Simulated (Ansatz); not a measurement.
CdS (P6_3mc): least direct gap against volume

The cell of CdS (P6_3mc) is scaled evenly and the response computed anew at each volume, on one mesh. The atoms keep their fractional positions.

Symmetry: P6_3mc, No. 186, hexagonal system. The conventional cell has a = 4.150 Å, b = 4.150 Å, c = 6.737 Å, α = 90.00°, β = 90.00°, γ = 120.00°. Around Cd on site b lie 4 S at 2.53 to 2.54 Å. Around S on site b lie 4 Cd at 2.53 to 2.54 Å.

Method: Ansatz 0.2.0, PBE, independent particles, k-mesh 6×6×4 with interpolation inside its cells, Gaussian parameter 0.1 eV.

Launch of the response step: `ansatz run input.yaml --threads 4 --pin off --max-ram 8192MiB --backend cpu --events-out ev --progress --plain --runs-dir out`. The series took 5.0 min in all, on 4 threads of Arm Neoverse V2 (shared host).

| V/V₀ | V (Å³, primitive cell) | least direct gap (eV) |
| --- | --- | --- |
| 0.94 | 94.45 | ? |
| 0.96 | 96.46 | 1.2904 |
| 0.98 | 98.47 | 1.2430 |
| 1.00 | 100.48 | 1.1960 |
| 1.02 | 102.49 | 1.1493 |
| 1.04 | 104.50 | 1.1031 |
| 1.06 | 106.51 | 1.0574 |

For small changes the quantity should be close to linear in ln V.

Working, on the rows shown:

| x = ln(V/V₀) | y = least direct gap |
| --- | --- |
| -0.040822 | 1.2904 |
| -0.0202027 | 1.243 |
| 0 | 1.196 |
| 0.0198026 | 1.1493 |
| 0.0392207 | 1.1031 |
| 0.0582689 | 1.0574 |

Means: x̄ = 0.0093779, ȳ = 1.1732. Σ(x − x̄)(y − ȳ) = -0.01616, Σ(x − x̄)² = 0.006873. Slope = -0.01616 / 0.006873 = -2.352; intercept = ȳ − slope · x̄ = 1.1953. The line misses the rows shown by at most 0.00087 eV.

Question: Fill in the last column of the withheld row.

Answer: At x = -0.061875 the line gives y = 1.3408 eV. The run gave 1.3380 eV, so the extrapolation is off by 0.0028 eV, 1.0 % of the range in the table.

Between the rows on either side of x = 0 the slope is (1.1493 − 1.243) / (0.019803 − (-0.020203)) = -2.342. That is a volume deformation potential of -2.3 eV: the least direct gap on this mesh widens by 23 meV for each per cent of compression. The cell comes from an older database entry, whose edges can be off by a per cent or so. PBE gaps are as a rule too small. Spin-orbit coupling is left out.
